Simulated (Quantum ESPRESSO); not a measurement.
**AlFe: a ladder in the smearing**

How much do the magnetic results of AlFe hang on the smearing?

Main program and level: Quantum ESPRESSO 7.5; PBEsol; plane waves with GBRV 1.5 PBEsol potentials, no spin-orbit coupling (settings of the first rung).

This is a report of a sequence of runs, with most program output left out.

**1. The structure**

Symmetry: Pm-3m, No. 221, cubic system. The conventional cell has a = 2.910 Å, b = 2.910 Å, c = 2.910 Å, α = 90.00°, β = 90.00°, γ = 90.00°. Al has 8 Fe at 2.52 Å nearest. Nearest to Fe lie 8 Al at 2.52 Å. Farther neighbours are not listed.

Structure file:

```cif
data_structure
_symmetry_space_group_name_H-M 'P 1'
_symmetry_Int_Tables_number 1
_cell_length_a 2.9100
_cell_length_b 2.9100
_cell_length_c 2.9100
_cell_angle_alpha 90.000
_cell_angle_beta 90.000
_cell_angle_gamma 90.000
_cell_volume 24.64
loop_
_atom_site_label
_atom_site_type_symbol
_atom_site_fract_x
_atom_site_fract_y
_atom_site_fract_z
_atom_site_occupancy
Al1 Al 0.00000 0.00000 0.00000 1
Fe2 Fe 0.50000 0.50000 0.50000 1
```

The cell comes from the Crystallography Open Database.

**2. Rung 1, start ferro +**

pw.in

```
&CONTROL
  calculation = 'scf'
  prefix = 'pwscf'
  outdir = './tmp'
  pseudo_dir = './pseudo'
  disk_io = 'nowf'
  tprnfor = .true.
  tstress = .true.
/
&SYSTEM
  ibrav = 0
  celldm(1) = 8
  nat = 2
  ntyp = 2
  ecutwfc = 40
  ecutrho = 280
  nbnd = 17
  occupations = 'smearing'
  smearing = 'fd'
  degauss = 0.02204959
  nspin = 2
  starting_magnetization(1) = 0
  starting_magnetization(2) = 0.175
/
&ELECTRONS
  conv_thr = 4d-09
  electron_maxstep = 150
  mixing_beta = 0.3
/
ATOMIC_SPECIES
Al     26.9815 al_pbesol_v1.uspp.F.UPF
Fe     55.8450 fe_pbesol_v1.5.uspp.F.UPF
CELL_PARAMETERS alat
   0.6873878778326    0.0000000000000    0.0000000000000
   0.0000000000000    0.6873878778326    0.0000000000000
   0.0000000000000    0.0000000000000    0.6873878778326
ATOMIC_POSITIONS crystal
Al      0.0000000000    0.0000000000    0.0000000000
Fe      0.5000000000    0.5000000000    0.5000000000
K_POINTS automatic
10 10 10 0 0 0
```

Run with:

```bash
OMP_NUM_THREADS=1 mpirun -n 2 pw.x -nk 2 -in pw.in > pw.out
```

Run time: 24 s. Hardware: 2 MPI ranks of Arm Neoverse V1, shared host; peak memory 0.17 GiB.

Spin moment in the atom's sphere by atom:

| atom | spin moment in the atom's sphere (μB) |
| --- | --- |
| Al1 | -0.013 |
| Fe2 | 0.359 |

This step gave:

| Property | Result |
| --- | --- |
| magnetization | 0.342 μB |
| final state | ferromagnetic |

**3. Rung 1, start antiferro q=(1/2,1/2,1/2) +-**

The wavevector q is in fractions of the reciprocal vectors of the crystal's primitive cell, as the cells of these inputs are built from it; moments change sign between cells as cos(2π q·R).

pw.in

```
&CONTROL
  calculation = 'scf'
  prefix = 'pwscf'
  outdir = './tmp'
  pseudo_dir = './pseudo'
  disk_io = 'nowf'
  tprnfor = .true.
  tstress = .true.
/
&SYSTEM
  ibrav = 0
  celldm(1) = 8
  nat = 4
  ntyp = 3
  ecutwfc = 40
  ecutrho = 280
  nbnd = 27
  occupations = 'smearing'
  smearing = 'fd'
  degauss = 0.02204959
  nspin = 2
  starting_magnetization(1) = 0
  starting_magnetization(2) = 0.175
  starting_magnetization(3) = -0.175
/
&ELECTRONS
  conv_thr = 8d-09
  electron_maxstep = 150
  mixing_beta = 0.3
/
ATOMIC_SPECIES
Al     26.9815 al_pbesol_v1.uspp.F.UPF
Fe1    55.8450 fe_pbesol_v1.5.uspp.F.UPF
Fe2    55.8450 fe_pbesol_v1.5.uspp.F.UPF
CELL_PARAMETERS alat
   1.3747757556652    0.0000000000000    0.0000000000000
   0.6873878778326    0.6873878778326    0.0000000000000
   0.6873878778326    0.0000000000000    0.6873878778326
ATOMIC_POSITIONS crystal
Al      0.0000000000    0.0000000000    0.0000000000
Al      0.5000000000    0.0000000000    0.0000000000
Fe1     0.7500000000    0.5000000000    0.5000000000
Fe2     0.2500000000    0.5000000000    0.5000000000
K_POINTS automatic
5 10 10 0 0 0
```

The job ended after 49 s (2 MPI ranks; peak memory 0.27 GiB).

Spin moment in the atom's sphere by atom:

```csv
atom,spin moment in the atom's sphere (μB)
Al1,-0.0001
Al2,-0.0001
Fe3,0.0012
Fe4,0.0020
```

Read from the output:

```yaml
magnetization: 0 μB
final_state: non-magnetic
```

**4. Rung 2, start ferro +**

pw.in

```
&CONTROL
  calculation = 'scf'
  prefix = 'pwscf'
  outdir = './tmp'
  pseudo_dir = './pseudo'
  disk_io = 'nowf'
  tprnfor = .true.
  tstress = .true.
/
&SYSTEM
  ibrav = 0
  celldm(1) = 8
  nat = 2
  ntyp = 2
  ecutwfc = 40
  ecutrho = 280
  nbnd = 17
  occupations = 'smearing'
  smearing = 'fd'
  degauss = 0.00734986
  nspin = 2
  starting_magnetization(1) = 0
  starting_magnetization(2) = 0.175
/
&ELECTRONS
  conv_thr = 4d-09
  electron_maxstep = 150
  mixing_beta = 0.3
/
ATOMIC_SPECIES
Al     26.9815 al_pbesol_v1.uspp.F.UPF
Fe     55.8450 fe_pbesol_v1.5.uspp.F.UPF
CELL_PARAMETERS alat
   0.6873878778326    0.0000000000000    0.0000000000000
   0.0000000000000    0.6873878778326    0.0000000000000
   0.0000000000000    0.0000000000000    0.6873878778326
ATOMIC_POSITIONS crystal
Al      0.0000000000    0.0000000000    0.0000000000
Fe      0.5000000000    0.5000000000    0.5000000000
K_POINTS automatic
10 10 10 0 0 0
```

The job ended after 19 s (2 MPI ranks; peak memory 0.17 GiB; 37 s of CPU time).

Read from the output:

| Quantity | Value |
| --- | --- |
| magnetization | 0.766 μB |
| final state | ferromagnetic |
| largest moment | 0.8133 μB |

**5. Rung 2, start antiferro q=(1/2,1/2,1/2) +-**

pw.in

```
&CONTROL
  calculation = 'scf'
  prefix = 'pwscf'
  outdir = './tmp'
  pseudo_dir = './pseudo'
  disk_io = 'nowf'
  tprnfor = .true.
  tstress = .true.
/
&SYSTEM
  ibrav = 0
  celldm(1) = 8
  nat = 4
  ntyp = 3
  ecutwfc = 40
  ecutrho = 280
  nbnd = 27
  occupations = 'smearing'
  smearing = 'fd'
  degauss = 0.00734986
  nspin = 2
  starting_magnetization(1) = 0
  starting_magnetization(2) = 0.175
  starting_magnetization(3) = -0.175
/
&ELECTRONS
  conv_thr = 8d-09
  electron_maxstep = 150
  mixing_beta = 0.3
/
ATOMIC_SPECIES
Al     26.9815 al_pbesol_v1.uspp.F.UPF
Fe1    55.8450 fe_pbesol_v1.5.uspp.F.UPF
Fe2    55.8450 fe_pbesol_v1.5.uspp.F.UPF
CELL_PARAMETERS alat
   1.3747757556652    0.0000000000000    0.0000000000000
   0.6873878778326    0.6873878778326    0.0000000000000
   0.6873878778326    0.0000000000000    0.6873878778326
ATOMIC_POSITIONS crystal
Al      0.0000000000    0.0000000000    0.0000000000
Al      0.5000000000    0.0000000000    0.0000000000
Fe1     0.7500000000    0.5000000000    0.5000000000
Fe2     0.2500000000    0.5000000000    0.5000000000
K_POINTS automatic
5 10 10 0 0 0
```

The job ended after 62 s (2 MPI ranks; peak memory 0.21 GiB).

Read from the output:

```
magnetization  : 0 μB
final state    : non-magnetic
largest moment : 0 μB
```

**6. Rung 3, start ferro +**

pw.in

```
&CONTROL
  calculation = 'scf'
  prefix = 'pwscf'
  outdir = './tmp'
  pseudo_dir = './pseudo'
  disk_io = 'nowf'
  tprnfor = .true.
  tstress = .true.
/
&SYSTEM
  ibrav = 0
  celldm(1) = 8
  nat = 2
  ntyp = 2
  ecutwfc = 40
  ecutrho = 280
  nbnd = 17
  occupations = 'smearing'
  smearing = 'fd'
  degauss = 0.00183747
  nspin = 2
  starting_magnetization(1) = 0
  starting_magnetization(2) = 0.175
/
&ELECTRONS
  conv_thr = 4d-09
  electron_maxstep = 150
  mixing_beta = 0.3
/
ATOMIC_SPECIES
Al     26.9815 al_pbesol_v1.uspp.F.UPF
Fe     55.8450 fe_pbesol_v1.5.uspp.F.UPF
CELL_PARAMETERS alat
   0.6873878778326    0.0000000000000    0.0000000000000
   0.0000000000000    0.6873878778326    0.0000000000000
   0.0000000000000    0.0000000000000    0.6873878778326
ATOMIC_POSITIONS crystal
Al      0.0000000000    0.0000000000    0.0000000000
Fe      0.5000000000    0.5000000000    0.5000000000
K_POINTS automatic
10 10 10 0 0 0
```

It took 17 s on 2 MPI ranks; peak memory 0.16 GiB.

This step gave:

* magnetization: 0.783 μB
* final state: ferromagnetic
* largest moment: 0.8347 μB

**7. Rung 3, start antiferro q=(1/2,1/2,1/2) +-**

pw.in

```
&CONTROL
  calculation = 'scf'
  prefix = 'pwscf'
  outdir = './tmp'
  pseudo_dir = './pseudo'
  disk_io = 'nowf'
  tprnfor = .true.
  tstress = .true.
/
&SYSTEM
  ibrav = 0
  celldm(1) = 8
  nat = 4
  ntyp = 3
  ecutwfc = 40
  ecutrho = 280
  nbnd = 27
  occupations = 'smearing'
  smearing = 'fd'
  degauss = 0.00183747
  nspin = 2
  starting_magnetization(1) = 0
  starting_magnetization(2) = 0.175
  starting_magnetization(3) = -0.175
/
&ELECTRONS
  conv_thr = 8d-09
  electron_maxstep = 150
  mixing_beta = 0.3
/
ATOMIC_SPECIES
Al     26.9815 al_pbesol_v1.uspp.F.UPF
Fe1    55.8450 fe_pbesol_v1.5.uspp.F.UPF
Fe2    55.8450 fe_pbesol_v1.5.uspp.F.UPF
CELL_PARAMETERS alat
   1.3747757556652    0.0000000000000    0.0000000000000
   0.6873878778326    0.6873878778326    0.0000000000000
   0.6873878778326    0.0000000000000    0.6873878778326
ATOMIC_POSITIONS crystal
Al      0.0000000000    0.0000000000    0.0000000000
Al      0.5000000000    0.0000000000    0.0000000000
Fe1     0.7500000000    0.5000000000    0.5000000000
Fe2     0.2500000000    0.5000000000    0.5000000000
K_POINTS automatic
5 10 10 0 0 0
```

Elapsed: 84 s, on 2 MPI ranks; peak memory 0.26 GiB.

This step gave:

```yaml
magnetization: 0 μB
final_state: non-magnetic
largest_moment: 0 μB
```

**8. Rung 4, start ferro +**

pw.in

```
&CONTROL
  calculation = 'scf'
  prefix = 'pwscf'
  outdir = './tmp'
  pseudo_dir = './pseudo'
  disk_io = 'nowf'
  tprnfor = .true.
  tstress = .true.
/
&SYSTEM
  ibrav = 0
  celldm(1) = 8
  nat = 2
  ntyp = 2
  ecutwfc = 40
  ecutrho = 280
  nbnd = 17
  occupations = 'smearing'
  smearing = 'gaussian'
  degauss = 0.00999582
  nspin = 2
  starting_magnetization(1) = 0
  starting_magnetization(2) = 0.175
/
&ELECTRONS
  conv_thr = 4d-09
  electron_maxstep = 150
  mixing_beta = 0.3
/
ATOMIC_SPECIES
Al     26.9815 al_pbesol_v1.uspp.F.UPF
Fe     55.8450 fe_pbesol_v1.5.uspp.F.UPF
CELL_PARAMETERS alat
   0.6873878778326    0.0000000000000    0.0000000000000
   0.0000000000000    0.6873878778326    0.0000000000000
   0.0000000000000    0.0000000000000    0.6873878778326
ATOMIC_POSITIONS crystal
Al      0.0000000000    0.0000000000    0.0000000000
Fe      0.5000000000    0.5000000000    0.5000000000
K_POINTS automatic
10 10 10 0 0 0
```

Run time: 16 s. Hardware: 2 MPI ranks; peak memory 0.16 GiB.

Read from the output:

- magnetization: 0.776 μB
- final state: ferromagnetic
- largest moment: 0.8262 μB

**9. Rung 4, start antiferro q=(1/2,1/2,1/2) +-**

pw.in

```
&CONTROL
  calculation = 'scf'
  prefix = 'pwscf'
  outdir = './tmp'
  pseudo_dir = './pseudo'
  disk_io = 'nowf'
  tprnfor = .true.
  tstress = .true.
/
&SYSTEM
  ibrav = 0
  celldm(1) = 8
  nat = 4
  ntyp = 3
  ecutwfc = 40
  ecutrho = 280
  nbnd = 27
  occupations = 'smearing'
  smearing = 'gaussian'
  degauss = 0.00999582
  nspin = 2
  starting_magnetization(1) = 0
  starting_magnetization(2) = 0.175
  starting_magnetization(3) = -0.175
/
&ELECTRONS
  conv_thr = 8d-09
  electron_maxstep = 150
  mixing_beta = 0.3
/
ATOMIC_SPECIES
Al     26.9815 al_pbesol_v1.uspp.F.UPF
Fe1    55.8450 fe_pbesol_v1.5.uspp.F.UPF
Fe2    55.8450 fe_pbesol_v1.5.uspp.F.UPF
CELL_PARAMETERS alat
   1.3747757556652    0.0000000000000    0.0000000000000
   0.6873878778326    0.6873878778326    0.0000000000000
   0.6873878778326    0.0000000000000    0.6873878778326
ATOMIC_POSITIONS crystal
Al      0.0000000000    0.0000000000    0.0000000000
Al      0.5000000000    0.0000000000    0.0000000000
Fe1     0.7500000000    0.5000000000    0.5000000000
Fe2     0.2500000000    0.5000000000    0.5000000000
K_POINTS automatic
5 10 10 0 0 0
```

It took 58 s on 2 MPI ranks; peak memory 0.27 GiB.

This step gave:

```
magnetization  : 0 μB
final state    : non-magnetic
largest moment : 0 μB
```

**10. Rung 5, start ferro +**

pw.in

```
&CONTROL
  calculation = 'scf'
  prefix = 'pwscf'
  outdir = './tmp'
  pseudo_dir = './pseudo'
  disk_io = 'nowf'
  tprnfor = .true.
  tstress = .true.
/
&SYSTEM
  ibrav = 0
  celldm(1) = 8
  nat = 2
  ntyp = 2
  ecutwfc = 40
  ecutrho = 280
  nbnd = 17
  occupations = 'smearing'
  smearing = 'mp'
  degauss = 0.01469973
  nspin = 2
  starting_magnetization(1) = 0
  starting_magnetization(2) = 0.175
/
&ELECTRONS
  conv_thr = 4d-09
  electron_maxstep = 150
  mixing_beta = 0.3
/
ATOMIC_SPECIES
Al     26.9815 al_pbesol_v1.uspp.F.UPF
Fe     55.8450 fe_pbesol_v1.5.uspp.F.UPF
CELL_PARAMETERS alat
   0.6873878778326    0.0000000000000    0.0000000000000
   0.0000000000000    0.6873878778326    0.0000000000000
   0.0000000000000    0.0000000000000    0.6873878778326
ATOMIC_POSITIONS crystal
Al      0.0000000000    0.0000000000    0.0000000000
Fe      0.5000000000    0.5000000000    0.5000000000
K_POINTS automatic
10 10 10 0 0 0
```

Elapsed: 16 s, on 2 MPI ranks; peak memory 0.16 GiB; 32 s of CPU time.

Numbers from this step:

```yaml
magnetization: 0.78 μB
final_state: ferromagnetic
largest_moment: 0.8312 μB
```

**11. Rung 5, start antiferro q=(1/2,1/2,1/2) +-**

pw.in

```
&CONTROL
  calculation = 'scf'
  prefix = 'pwscf'
  outdir = './tmp'
  pseudo_dir = './pseudo'
  disk_io = 'nowf'
  tprnfor = .true.
  tstress = .true.
/
&SYSTEM
  ibrav = 0
  celldm(1) = 8
  nat = 4
  ntyp = 3
  ecutwfc = 40
  ecutrho = 280
  nbnd = 27
  occupations = 'smearing'
  smearing = 'mp'
  degauss = 0.01469973
  nspin = 2
  starting_magnetization(1) = 0
  starting_magnetization(2) = 0.175
  starting_magnetization(3) = -0.175
/
&ELECTRONS
  conv_thr = 8d-09
  electron_maxstep = 150
  mixing_beta = 0.3
/
ATOMIC_SPECIES
Al     26.9815 al_pbesol_v1.uspp.F.UPF
Fe1    55.8450 fe_pbesol_v1.5.uspp.F.UPF
Fe2    55.8450 fe_pbesol_v1.5.uspp.F.UPF
CELL_PARAMETERS alat
   1.3747757556652    0.0000000000000    0.0000000000000
   0.6873878778326    0.6873878778326    0.0000000000000
   0.6873878778326    0.0000000000000    0.6873878778326
ATOMIC_POSITIONS crystal
Al      0.0000000000    0.0000000000    0.0000000000
Al      0.5000000000    0.0000000000    0.0000000000
Fe1     0.7500000000    0.5000000000    0.5000000000
Fe2     0.2500000000    0.5000000000    0.5000000000
K_POINTS automatic
5 10 10 0 0 0
```

The job ended after 55 s (2 MPI ranks; peak memory 0.26 GiB; 1.8 min of CPU time).

Numbers from this step:

* magnetization: 0 μB
* final state: non-magnetic
* largest moment: 0 μB

**12. Rung 6, start ferro +**

pw.in

```
&CONTROL
  calculation = 'scf'
  prefix = 'pwscf'
  outdir = './tmp'
  pseudo_dir = './pseudo'
  disk_io = 'nowf'
  tprnfor = .true.
  tstress = .true.
/
&SYSTEM
  ibrav = 0
  celldm(1) = 8
  nat = 2
  ntyp = 2
  ecutwfc = 40
  ecutrho = 280
  nbnd = 17
  occupations = 'smearing'
  smearing = 'mv'
  degauss = 0.01469973
  nspin = 2
  starting_magnetization(1) = 0
  starting_magnetization(2) = 0.175
/
&ELECTRONS
  conv_thr = 4d-09
  electron_maxstep = 150
  mixing_beta = 0.3
/
ATOMIC_SPECIES
Al     26.9815 al_pbesol_v1.uspp.F.UPF
Fe     55.8450 fe_pbesol_v1.5.uspp.F.UPF
CELL_PARAMETERS alat
   0.6873878778326    0.0000000000000    0.0000000000000
   0.0000000000000    0.6873878778326    0.0000000000000
   0.0000000000000    0.0000000000000    0.6873878778326
ATOMIC_POSITIONS crystal
Al      0.0000000000    0.0000000000    0.0000000000
Fe      0.5000000000    0.5000000000    0.5000000000
K_POINTS automatic
10 10 10 0 0 0
```

It took 17 s on 2 MPI ranks; peak memory 0.16 GiB; 33 s of CPU time.

Numbers from this step:

```
magnetization  : 0.795 μB
final state    : ferromagnetic
largest moment : 0.8472 μB
```

**13. Rung 6, start antiferro q=(1/2,1/2,1/2) +-**

pw.in

```
&CONTROL
  calculation = 'scf'
  prefix = 'pwscf'
  outdir = './tmp'
  pseudo_dir = './pseudo'
  disk_io = 'nowf'
  tprnfor = .true.
  tstress = .true.
/
&SYSTEM
  ibrav = 0
  celldm(1) = 8
  nat = 4
  ntyp = 3
  ecutwfc = 40
  ecutrho = 280
  nbnd = 27
  occupations = 'smearing'
  smearing = 'mv'
  degauss = 0.01469973
  nspin = 2
  starting_magnetization(1) = 0
  starting_magnetization(2) = 0.175
  starting_magnetization(3) = -0.175
/
&ELECTRONS
  conv_thr = 8d-09
  electron_maxstep = 150
  mixing_beta = 0.3
/
ATOMIC_SPECIES
Al     26.9815 al_pbesol_v1.uspp.F.UPF
Fe1    55.8450 fe_pbesol_v1.5.uspp.F.UPF
Fe2    55.8450 fe_pbesol_v1.5.uspp.F.UPF
CELL_PARAMETERS alat
   1.3747757556652    0.0000000000000    0.0000000000000
   0.6873878778326    0.6873878778326    0.0000000000000
   0.6873878778326    0.0000000000000    0.6873878778326
ATOMIC_POSITIONS crystal
Al      0.0000000000    0.0000000000    0.0000000000
Al      0.5000000000    0.0000000000    0.0000000000
Fe1     0.7500000000    0.5000000000    0.5000000000
Fe2     0.2500000000    0.5000000000    0.5000000000
K_POINTS automatic
5 10 10 0 0 0
```

It took 58 s on 2 MPI ranks; peak memory 0.27 GiB; 1.9 min of CPU time.

Read from the output:

```
magnetization  : 0 μB
final state    : non-magnetic
largest moment : 0 μB
```

**14. Side by side**

Ladder, by row:

```csv
rung,smearing (eV),state from the first start,state from the second start,second less first (meV a seeded atom),"moment, first (μB)","moment, second (μB)",CPU time (s)
1,fermi-dirac 0.3,ferromagnetic,non-magnetic,0.3106,0.359,0.002041,146.1
2,fermi-dirac 0.1,ferromagnetic,non-magnetic,31.73,0.8133,0,161.2
3,fermi-dirac 0.025,ferromagnetic,non-magnetic,42.69,0.8347,0,201.7
4,gaussian 0.136,ferromagnetic,non-magnetic,39.89,0.8262,8.47e-4,148.2
5,methfessel-paxton 0.2,ferromagnetic,non-magnetic,43.14,0.8312,0,141
6,cold 0.2,ferromagnetic,non-magnetic,43.62,0.8472,9.14e-4,149.8
```

**15. What came out**

| Item | Value |
| --- | --- |
| range of the largest moment, first start | 0.359 to 0.847 μB; second start 0 to 0.00204 μB |
| range of CPU time | 2.3 min to 3.4 min |
| range of the energy difference | 0.311 to 43.6 meV a seeded atom |

In words: Between the smearings the moment of the first start moves by 0.49 μB and the difference by 43 meV; all share one mesh, which a narrow width needs finer.

[Logs and program files are shortened in this print: banners, set-up blocks, solver, clock and traceback lines can be left out without a mark of their own.]

[Logs are printed without paths, hosts, clocks, repeated set-up lines and the standing remarks that a program may print on its own settings, such as how far it seeks lower states.]

[Hosts, paths, dates, database ids (printed as entryN), source tags and the programs' standing remarks are cut or masked in the printed files.]

[Where a cell is said to come from a database of computed structures, the database is the Materials Project.]
